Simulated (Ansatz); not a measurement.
# Phonons of AlRu (Pm-3m) against volume, part 2 of 2

Aim: how do the optical modes of AlRu (Pm-3m) move with volume?

Ansatz 0.2.0; DFT LDA, scalar-relativistic, plane waves, PAW; PAW set soft_1.

So far, highest optical mode at the zone centre (no LO-TO term) (cm⁻¹): step 5 (zone-centre response at rest) 325; step 7 (volume ratio 1.06) 288.

## Step 8: Ground state of a member: 0.9 times the volume at rest

The cell is set to 0.9 times the volume at rest; symmetry leaves nothing else free, so this is a single point.

input.yaml

```yaml
crystal:
  lattice:
    - [2.8517064849, 0.0, 0.0]
    - [0.0, 2.8517064849, 0.0]
    - [0.0, 0.0, 2.8517064849]
  atoms:
    - { symbol: Al, position: [0.0, 0.0, 0.0] }
    - { symbol: Ru, position: [0.5, 0.5, 0.5] }
kpoints:
  mp_grid: { grid: [16, 16, 16] }
hamiltonian:
  xc: lda
  pseudopotentials: { kind: paw, azcp: { folder: soft_1 }, xc_functional: pbe }
scf:
  occupations: { method: methfessel_paxton, width: 0.2 }
output:
  forces: true
  stress: true
  eigenvalues: true
```

Started as:

```bash
> ansatz run input.yaml --threads 4 --pin off --max-ram 10240MiB --backend cpu --events-out ev --progress --plain --runs-dir out
```

Numbers of over 12 decimals in the logs are rounded to 6 here.

The log of the run:

```text
[...]
Crystal: 2 atoms, lattice volume = 23.191 Å³
Basis set: ecut = 420 eV, 461 PW (Γ)
Bands: 14, of which v1, the nominal top of the filled ones, is band 10 counted from 1 (9 counted from 0)
Symmetry: 48 space group operations
[...]
k-points: 165 of 4096
[...]
--- Band table (eV; the first three rows and the last of 165) ---
  k-point 0: bands = [... 6 lower, 14.2433, 18.9272, 18.9272, 18.9272, 25.4542, 25.4542, 25.4542, 30.5315]
  k-point 1: bands = [... 6 lower, 14.2845, 18.8089, 18.8089, 18.9394, 25.0674, 25.6283, 25.6283, 30.2905]
  k-point 2: bands = [... 6 lower, 14.3916, 18.4982, 18.4982, 18.9741, 24.1879, 26.1055, 26.1055, 29.6622]
  k-point 164: bands = [... 6 lower, 13.2061, 20.7181, 20.7181, 22.0942, 23.1980, 23.1980, 23.1980, 28.7090]
[key lines of the parts left out:]
SCF converged after 6 iterations
Free energy (F): -6272.273250 eV
Fermi energy:    18.717614 eV
P = ⅓ Tr σ = 30.7370 GPa (307.370 kbar)
```

Run time: 0.94 s. Hardware: 4 threads of Arm Neoverse V1, shared host; peak memory 0.33 GiB; 3 s of CPU time.

This step gave:

```
pressure        : 30.74 GPa
volume per atom : 11.60 Å³
```

The forces vanish by symmetry, at a pressure of 30.74 GPa.

## Step 9: Modes of this member: 0.9 times the volume at rest

The zone-centre modes follow for 0.9 times the volume at rest.

Changes to input.yaml since step 8:

```diff
@@ -16,4 +16,4 @@
 output:
-  forces: true
-  stress: true
   eigenvalues: true
+phonons:
+  method: dfpt
```

The log of the run:

```text
[...]
Crystal: 2 atoms, lattice volume = 23.191 Å³
Basis set: ecut = 420 eV, 461 PW (Γ), exchange–correlation on 40×40×40 points (8 copies of the dense FFT grid, shifted against one another)
Bands: 14, of which v1, the nominal top of the filled ones, is band 10 counted from 1 (9 counted from 0)
Symmetry: 48 space group operations
k-points: 405 of 4096 (irreducible under 8 space group operations, time reversal used)
[...]
k-point 2: bands = [... 6 lower, 14.3915, 18.4981, 18.4981, 18.9740, 24.1879, 26.1054, 26.1054, 29.6622]
  k-point 404: bands = [... 6 lower, 13.2061, 20.7180, 20.7180, 22.0942, 23.1980, 23.1980, 23.1980, 28.7089]
[...]
ASR residual: 5.629e-5 → 0.000e0 eV/Å²; symmetrization residual: 1.232e-6 eV/Å²
  ASR residual per site (eV/Å²): 9.30e-6 5.63e-5
  Γ frequencies (cm⁻¹): 0.00 0.00 0.00 394.22 394.22 394.22
[...]
[key lines of the parts left out:]
SCF converged after 8 iterations
Free energy (F): -6272.273250 eV
Fermi energy:    18.717520 eV
```

The job ended after 8.6 s (4 threads; peak memory 0.62 GiB; 31 s of CPU time).

This step gave:

- sum-rule residual before enforcement: 5.63e-5 eV/Å²
- highest optical mode at the zone centre (no LO-TO term): 394.2 cm⁻¹
- lowest optical zone-centre mode: 394.2 cm⁻¹

Patterns of degenerate modes are one choice out of their space. Modes at Γ, with each element's share of the kinetic energy:

```
mode  frequency (cm⁻¹)  symmetry  Al %  Ru %
   1               0.0  acoustic    21    79
   2               0.0  acoustic    21    79
   3               0.0  acoustic    21    79
   4             394.2       T1u    79    21
   5             394.2       T1u    79    21
   6             394.2       T1u    79    21
```

The optical mode lies at 394.2 cm⁻¹.

Between step 5 and this run (volume ratio 0.9) the value for the highest optical mode at the zone centre (no LO-TO term) moves from 325 cm⁻¹ to 394 cm⁻¹ (+21 %).

## Step 10: The series together

The members are set side by side, also those not shown above.

Each row is one cell with its response, relaxed at fixed volume as far as symmetry leaves anything free; energies are extrapolated to zero smearing, and E0 is that at rest; shape and atoms are relaxed in each cell where symmetry leaves them free; all runs use 16×16×16 k points and Methfessel-Paxton smearing of 0.2 eV. State of the crystal along the series:

```csv
volume ratio,V (Å³/atom),pressure (GPa),E - E0 (meV/atom)
0.9,11.6,30.74,112.5
0.92,11.85,23.2,69.28
0.94,12.11,16.43,37.51
0.96,12.37,10.36,16.06
0.98,12.63,4.901,3.873
0.99,12.76,2.387,0.9525
1,12.88,0.00369,0
1.02,13.14,-4.395,3.599
1.04,13.4,-8.344,13.91
1.06,13.66,-11.89,30.25
```

Each mode is tracked from rest by its pattern, and modes that stay within 0.3 cm⁻¹ of each other stand once; shape and atoms are relaxed in each cell where symmetry leaves them free; all runs use 16×16×16 k points and Methfessel-Paxton smearing of 0.2 eV. Optical modes along the series:

| V (Å³/atom) | mode 4 T1u (cm⁻¹) |
| --- | --- |
| 11.6 | 394.2 |
| 11.85 | 379.6 |
| 12.11 | 365.5 |
| 12.37 | 351.8 |
| 12.63 | 338.4 |
| 12.76 | 331.8 |
| 12.88 | 325.4 |
| 13.14 | 312.6 |
| 13.4 | 300.2 |
| 13.66 | 288.1 |

From cubic fits (parabolas where under five rows exist) of ln ω and P against ln V through the rows within about 4 % of rest: γ = −d ln ω / d ln V and dω/dP = γ ω / B. Slopes at rest:

```
      mode  fitted frequency at rest (cm⁻¹)  Grüneisen parameter γ  dω/dP (cm⁻¹/GPa)
mode 4 T1u                            325.3                   1.98              2.78
```

## Step 11: Outcome

* members: 10
* highest optical mode at the zone centre (no LO-TO term), at rest: 325.4 cm⁻¹
* bulk modulus at rest: 232 GPa
* mode 4 T1u, γ: 1.98

In words: The series spans -11.9 to 30.7 GPa, and the slope at rest gives a bulk modulus of 232 GPa. The optical mode has γ = 1.98 and moves by 2.8 cm⁻¹ for each GPa. One k mesh and one cutoff serve the ground states and modes of all volumes. These are harmonic frequencies at zero temperature: anharmonic shifts, linewidths and thermal expansion are left out. With no gap, or one that is small against the smearing, the frequencies hang on the k mesh and the smearing, most of all near Kohn anomalies. The runs are without spin polarisation, although the cell has an odd electron count. The PAW files were made for PBE; the program adapts parts of them to the functional of the run, but their partial waves stay those of PBE, an approximation that was not tested in this session. Only the zone centre was solved, so an instability at another wavevector cannot show here.

[Logs are printed without paths, hosts, clocks, repeated set-up lines and the standing remarks that a program may print on its own settings, such as how far it seeks lower states.]

[Hosts, paths, dates, database ids (printed as entryN), source tags and the programs' standing remarks are cut or masked in the printed files.]
